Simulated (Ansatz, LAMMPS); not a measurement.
**Amorphous carbon (220 atoms), step 2 of a relaxation**

Calculated values (Ansatz 0.2.0, Kohn-Sham DFT, PBE, PAW (set soft_2), plane waves; cutoff 420 eV, Γ point, gaussian smearing of 0.05 eV; density 2.92 g/cm³) for step 2 of a relaxation.

Cell vectors (Å):

```
11.455 0.000 0.000
0.000 11.455 0.000
0.000 0.000 11.455
```

Positions in Å, forces in eV/Å:

```csv
atom,x,y,z,fx,fy,fz
C1,2.26,10.69,6.82,0.70,-0.12,-0.21
C2,7.03,2.46,4.60,0.40,0.33,0.66
C3,8.44,10.95,9.22,-1.32,-0.10,0.77
C4,10.65,8.41,7.75,-0.85,0.27,-0.78
C5,0.87,4.45,5.11,0.59,-1.47,0.27
C6,7.57,6.91,3.76,-1.10,0.11,-0.89
C7,8.12,0.90,9.44,0.37,-0.86,-0.90
C8,0.59,5.97,5.50,0.07,0.11,-0.30
C9,5.91,10.33,1.46,0.55,-0.55,-0.45
C10,10.50,6.11,3.35,0.33,-1.55,-1.02
C11,4.02,10.98,4.29,0.91,0.03,0.33
C12,10.74,10.06,10.24,-0.40,0.41,0.13
C13,10.69,5.87,4.80,-1.24,-0.90,0.56
C14,10.65,8.00,1.74,-0.23,0.92,-1.06
C15,6.13,11.36,7.74,0.36,-0.33,-0.32
C16,0.65,0.98,7.51,-0.37,0.22,1.12
C17,2.53,7.52,10.30,-0.06,-0.71,0.27
C18,0.56,10.17,4.15,2.01,0.03,0.29
C19,0.96,8.42,5.95,0.30,-1.29,-0.03
C20,7.51,5.58,8.39,-1.39,-0.04,0.49
C21,0.14,7.11,9.61,0.34,-0.44,0.27
C22,5.99,1.19,10.66,-0.20,-0.79,0.14
C23,8.55,6.98,0.09,0.39,-0.47,-0.07
C24,7.72,2.83,11.01,-0.26,1.05,0.17
C25,5.64,7.02,6.55,-0.88,0.41,-0.17
C26,6.59,10.51,0.18,-0.20,0.25,0.59
C27,4.88,4.31,8.82,1.34,-0.89,1.65
C28,3.12,4.31,6.34,1.17,0.85,-0.75
C29,5.46,1.32,2.94,-1.96,-1.62,0.69
C30,8.69,10.67,7.82,-0.25,0.25,-0.74
C31,3.48,3.52,2.79,-0.21,0.92,1.23
C32,4.78,2.18,6.17,0.12,0.49,0.35
C33,9.92,8.40,5.35,-0.82,-0.42,0.59
C34,0.59,4.14,10.32,0.72,-0.28,0.18
C35,11.23,2.49,2.84,0.83,0.28,-0.55
C36,3.09,6.82,7.71,-0.29,-0.18,-0.35
C37,7.02,3.77,5.52,1.64,0.18,-0.97
C38,8.67,4.64,4.56,-1.31,-0.74,1.57
C39,4.55,3.03,0.59,0.49,-1.37,-0.39
C40,9.24,8.33,8.24,0.86,0.71,0.75
C41,7.65,1.61,8.30,0.10,0.73,0.31
C42,1.48,3.34,8.07,-0.04,-0.45,0.73
C43,10.38,0.41,1.61,0.49,2.07,0.46
C44,8.14,0.67,6.03,0.04,-0.97,0.13
C45,3.63,8.45,4.86,-0.12,-0.14,0.49
C46,8.55,8.53,9.60,-1.29,0.51,-1.02
C47,4.83,10.82,6.84,0.41,-0.26,0.10
C48,1.56,8.54,1.08,0.00,0.04,-0.72
C49,9.16,3.93,7.75,-0.10,0.52,0.22
C50,9.03,4.46,0.74,-0.28,-0.38,-0.27
C51,5.29,7.31,3.31,1.36,-0.79,0.18
C52,8.65,9.46,1.20,0.53,-0.12,-0.52
C53,3.00,1.83,10.58,0.79,-0.27,0.06
C54,10.81,5.94,9.06,-0.40,-0.30,-0.21
C55,10.71,7.56,10.70,-0.40,0.58,-0.05
C56,4.28,8.51,1.35,-0.11,0.16,-0.80
C57,4.95,11.18,5.36,-1.62,-0.89,-1.01
C58,3.44,8.80,6.29,-0.35,-0.65,0.36
C59,5.63,5.87,0.54,-0.26,-0.46,0.12
C60,2.07,9.16,6.78,0.17,0.12,-0.42
C61,1.39,7.27,5.17,0.41,1.07,0.32
C62,2.07,3.54,0.77,0.02,0.77,-0.38
C63,7.04,6.38,9.53,0.55,-0.48,-0.14
C64,1.09,0.89,3.89,0.31,-0.33,-0.48
C65,6.89,10.09,4.59,0.04,0.11,0.05
C66,10.78,5.83,7.64,0.77,0.00,-0.70
C67,4.17,8.95,8.66,-0.11,0.46,-0.06
C68,9.98,11.04,7.29,0.65,1.59,0.85
C69,10.83,9.84,3.39,-0.93,-0.12,-0.27
C70,10.33,2.61,5.81,-0.14,-1.39,0.15
C71,1.66,5.14,10.24,-0.37,1.89,-0.56
C72,0.18,9.78,9.20,-0.97,-0.31,0.13
C73,7.11,4.59,2.67,-1.41,-1.11,-0.53
C74,6.54,9.12,8.79,1.02,-0.27,-0.37
C75,8.27,7.85,7.24,-0.42,0.23,-0.42
C76,10.18,5.22,0.07,-0.54,-0.32,1.10
C77,10.11,2.34,9.71,0.07,0.81,-1.53
C78,2.97,7.95,8.78,-0.04,-0.06,-0.83
C79,0.75,1.16,11.12,-0.58,-1.56,-0.09
C80,7.58,1.06,1.68,0.19,0.24,0.13
C81,3.45,4.21,8.86,-0.12,0.12,-0.09
C82,6.99,8.66,7.49,-0.43,0.18,-0.08
C83,11.37,2.25,0.37,0.55,0.08,-0.44
C84,1.32,11.27,0.21,-0.07,0.53,0.74
C85,10.27,3.62,2.95,-0.92,0.90,0.44
C86,7.03,1.08,5.22,-0.73,-0.14,-1.24
C87,3.57,1.49,6.58,0.14,0.26,-0.53
C88,0.58,6.00,6.98,-1.30,-0.27,1.51
C89,5.03,5.24,4.73,-0.08,0.14,1.01
C90,6.02,11.14,10.46,0.50,-0.55,-0.76
C91,7.90,9.05,2.44,-0.28,-0.14,-0.25
C92,9.87,6.63,11.37,0.11,0.59,-0.36
C93,6.68,3.78,10.75,-0.03,0.15,0.63
C94,3.20,3.28,11.21,0.23,-0.04,0.56
C95,8.87,11.30,3.59,-0.75,-0.07,-0.05
C96,9.09,3.50,3.74,-0.29,-1.10,-1.07
C97,2.18,5.33,3.09,0.65,-1.97,0.92
C98,4.16,5.23,6.01,-0.90,-1.19,0.12
C99,8.32,7.45,2.62,-0.71,0.46,0.07
C100,10.26,11.41,10.47,1.84,1.32,0.78
C101,1.13,3.03,9.42,0.16,-0.04,-0.39
C102,11.22,1.45,3.86,0.25,-1.66,1.31
C103,6.25,10.57,9.06,-0.29,0.54,1.29
C104,5.40,1.91,9.47,-0.60,0.12,0.22
C105,8.00,10.04,3.66,0.13,-0.22,0.15
C106,3.33,6.05,1.07,-0.18,0.22,-0.75
C107,4.58,9.27,7.10,0.14,0.08,0.10
C108,5.13,5.66,8.39,0.27,-0.91,-0.40
C109,1.44,6.54,10.05,0.39,-1.91,-0.07
C110,3.53,6.62,11.14,1.44,-0.70,0.88
C111,9.35,2.73,6.87,0.01,-0.91,-0.32
C112,7.46,7.76,4.95,-0.76,-2.65,1.40
C113,6.39,7.12,1.02,0.77,0.51,-0.10
C114,8.30,1.11,2.96,-0.88,-0.34,0.15
C115,10.99,8.48,6.35,-0.41,-0.29,1.09
C116,10.25,1.48,4.92,-0.08,0.48,1.58
C117,8.94,3.18,0.19,-0.34,1.14,-0.02
C118,11.32,4.99,1.07,0.49,-0.30,-0.27
C119,4.86,6.33,10.78,-2.13,0.43,0.32
C120,7.83,6.67,1.35,-0.22,-0.24,-0.25
C121,2.64,3.36,5.30,0.42,1.10,0.96
C122,3.13,9.79,4.24,1.20,0.87,-2.58
C123,6.62,7.94,11.28,-0.37,0.36,-1.08
C124,2.68,7.30,4.54,-0.02,-1.26,-0.50
C125,0.36,8.38,8.67,0.49,-0.11,0.03
C126,6.15,1.47,8.17,0.50,-0.09,0.22
C127,10.63,4.73,9.94,-0.73,0.03,-0.78
C128,8.21,0.72,0.43,0.81,-0.31,0.92
C129,0.21,3.23,5.97,0.24,0.59,-0.17
C130,4.49,0.21,3.04,1.60,1.21,0.43
C131,5.56,6.63,9.45,0.05,-0.43,0.40
C132,1.75,0.60,2.53,0.19,1.18,-1.07
C133,5.84,8.51,6.58,0.11,-0.22,0.32
C134,2.01,9.61,2.07,-0.77,0.61,-0.23
C135,0.19,10.68,5.51,-1.14,-0.23,-0.62
C136,3.11,6.21,3.76,-0.48,1.80,0.10
C137,7.94,10.04,0.07,-0.03,-0.70,0.45
C138,5.87,2.41,7.08,-0.44,0.49,-1.53
C139,7.74,5.08,1.32,-0.13,0.20,0.13
C140,10.09,10.99,2.81,1.19,0.26,-0.50
C141,1.94,5.86,7.65,0.49,1.33,-0.15
C142,5.64,3.42,9.71,-0.11,1.43,-0.34
C143,3.57,9.57,2.04,0.17,0.10,1.38
C144,5.44,1.80,0.50,-0.76,1.61,0.79
C145,7.56,1.38,10.71,0.20,0.34,-0.05
C146,3.89,10.32,9.44,0.20,0.22,-0.16
C147,2.93,4.38,10.17,-0.18,-0.53,-0.48
C148,4.67,3.88,1.89,0.11,-0.84,0.08
C149,0.85,6.12,1.18,-1.03,1.68,0.22
C150,11.03,1.67,1.64,-1.41,-2.17,0.50
C151,1.96,8.78,11.15,-0.81,0.66,0.91
C152,3.53,0.07,7.28,-0.37,0.11,-0.38
C153,10.32,0.96,9.34,-0.24,0.19,0.64
C154,9.62,0.37,0.32,-0.24,1.56,-0.88
C155,10.75,0.52,8.02,-0.12,-1.12,-0.87
C156,3.63,0.15,8.79,-0.62,-0.21,0.50
C157,5.41,8.27,9.28,0.22,0.37,0.13
C158,5.58,7.95,2.02,-0.75,0.52,0.06
C159,4.56,6.02,3.35,-0.35,0.03,-0.21
C160,3.11,1.02,0.46,0.14,-0.53,0.67
C161,9.91,3.66,9.08,0.12,-0.87,0.75
C162,8.20,2.38,3.72,1.22,1.04,-0.26
C163,2.30,2.95,2.08,-0.02,0.57,0.49
C164,4.77,2.78,4.78,-1.31,-0.09,1.01
C165,9.91,7.47,2.91,0.24,0.35,0.47
C166,6.53,5.15,5.08,-1.28,0.40,-0.09
C167,7.76,7.46,10.38,-0.36,0.42,0.66
C168,4.45,10.79,1.81,0.36,-0.07,-0.42
C169,5.94,3.67,2.71,1.42,1.04,-0.24
C170,1.54,1.68,9.96,-0.80,-0.39,-0.44
C171,6.27,11.36,4.89,1.60,0.48,0.22
C172,5.48,8.43,10.71,0.11,-0.43,0.84
C173,0.64,3.68,0.35,0.59,0.33,0.13
C174,10.27,10.87,5.88,1.08,0.88,-0.53
C175,1.82,9.76,3.58,-1.96,0.03,0.78
C176,8.44,9.87,10.16,0.12,0.10,-0.23
C177,3.95,1.43,9.48,-0.18,0.65,0.24
C178,6.84,6.26,6.14,0.62,1.49,-1.82
C179,10.68,4.92,2.47,-0.21,0.82,1.58
C180,8.07,6.27,7.19,0.28,-0.73,0.44
C181,3.89,10.21,10.92,0.48,0.92,-0.03
C182,1.70,0.91,5.22,0.72,0.70,-0.76
C183,1.13,3.16,2.96,-0.02,0.75,0.18
C184,6.79,3.47,6.90,0.28,-0.55,0.59
C185,5.79,2.54,3.78,-0.19,0.23,-0.73
C186,1.16,0.04,6.29,-0.14,-0.53,0.58
C187,1.78,8.56,8.12,-0.37,0.54,0.48
C188,10.48,8.93,11.07,0.40,-0.17,-0.32
C189,9.65,5.24,5.46,0.84,0.70,0.10
C190,9.48,5.35,6.94,0.75,-0.44,0.09
C191,4.58,5.41,1.69,-0.47,1.16,-0.37
C192,1.45,10.95,1.65,0.14,0.15,-1.28
C193,0.53,7.52,1.36,0.91,-1.71,-0.07
C194,2.11,5.68,1.68,1.52,-0.38,-1.20
C195,5.06,8.19,4.41,-0.25,-0.59,0.77
C196,8.61,8.07,5.78,2.24,0.92,-0.58
C197,9.33,0.28,5.08,-0.37,-0.19,-0.07
C198,9.97,8.98,0.94,-0.81,-1.05,0.68
C199,6.27,8.75,5.07,0.01,0.57,-0.22
C200,10.08,2.48,11.12,-0.56,-1.13,0.86
C201,1.37,10.62,9.29,-0.38,0.96,-0.45
C202,2.50,1.53,1.76,-0.20,-1.84,-0.38
C203,2.48,1.95,5.79,-0.15,-0.65,0.19
C204,6.19,1.41,1.69,0.61,0.85,-1.26
C205,3.62,3.32,4.22,0.30,-0.43,-1.05
C206,2.46,4.42,7.72,0.38,0.41,-0.47
C207,0.89,2.52,7.08,-0.36,-0.17,-0.19
C208,3.88,11.27,0.50,-0.28,0.09,-0.52
C209,4.43,8.96,11.46,-0.41,0.02,1.24
C210,8.43,1.70,7.07,0.53,1.44,-0.10
C211,7.57,11.04,6.99,0.44,-0.54,0.69
C212,1.28,4.34,3.72,-0.65,-0.34,-0.92
C213,10.16,8.62,3.90,-0.37,0.52,0.67
C214,1.75,10.23,10.69,0.27,-0.61,0.41
C215,6.68,4.89,0.23,0.06,-0.95,-1.76
C216,1.44,0.59,8.86,0.59,-0.88,0.14
C217,4.47,6.23,7.14,0.49,-0.40,0.41
C218,7.63,4.09,8.04,0.22,-0.67,-0.54
C219,6.42,9.18,2.14,0.61,1.12,-0.53
C220,7.49,5.39,3.94,0.19,0.33,-0.54
```

The quench rate of 100 K/ps is many orders above laboratory rates, so the cell is likely richer in defects and strain than a real sample. The network of bonds at the start is that of the classical potential that made the cell. Only the Γ point is sampled, in a cell whose shortest periodic width is 11 Å.

The r.m.s. force component is 0.735 eV/Å; the longest force, 3.09 eV/Å, acts on C112. The energy lies 72.1 meV/atom below that of the first step of this run.

[Logs are printed without paths, hosts, clocks, repeated set-up lines and the standing remarks that a program may print on its own settings, such as how far it seeks lower states.]

[Hosts, paths, dates, database ids (printed as entryN), source tags and the programs' standing remarks are cut or masked in the printed files.]
